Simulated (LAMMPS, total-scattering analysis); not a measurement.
# diamond-type solid solution (Si0.45,Ge0.55): Uiso of Si against temperature

Simulated by classical molecular dynamics (LAMMPS) with the Tersoff potential (Tersoff, Phys. Rev. B 39, 5566 (1989)); 512 atoms, zero pressure, classical nuclei. Uiso is the variance of an atom's position about its mean, per direction. Tersoff's Si and Ge melt far above the real elements.

| T (K) | Uiso of Si (Å²) |
| --- | --- |
| 200 | 0.0029 |
| 300 | ? |
| 880 | 0.0135 |
| 1620 | 0.0259 |
| 2300 | 0.0403 |

**Task.** Fit U/T against T with a straight line, read an effective Debye temperature from it, and predict the withheld row.

U/T in 10⁻⁵ Å²/K: 1.450 at 200 K, 1.534 at 880 K, 1.599 at 1620 K, 1.752 at 2300 K. The means are 1250 K and 1.584; Σ(x − x̄)(y − ȳ) = 341.15 and Σ(x − x̄)² = 2.4788e+06, so the slope is 1.376e-04 per K and the intercept 1.412.

The intercept is the harmonic part: U = 3ħ²T/(M k θ²) with 3ħ²/(k u Å²) = 145.5 K and M = 28.09 u gives θ = √(145.5/(28.09 × 1.412×10⁻⁵)) = 606 K, an effective value for this element. The slope is the anharmonic part, expansion included: by 2300 K it adds 22 % to U.

At 300 K, U = 300 × (1.412 + 0.041)×10⁻⁵ = 0.0044 Å²; the run gave 0.0043, a miss of +2.3 %.
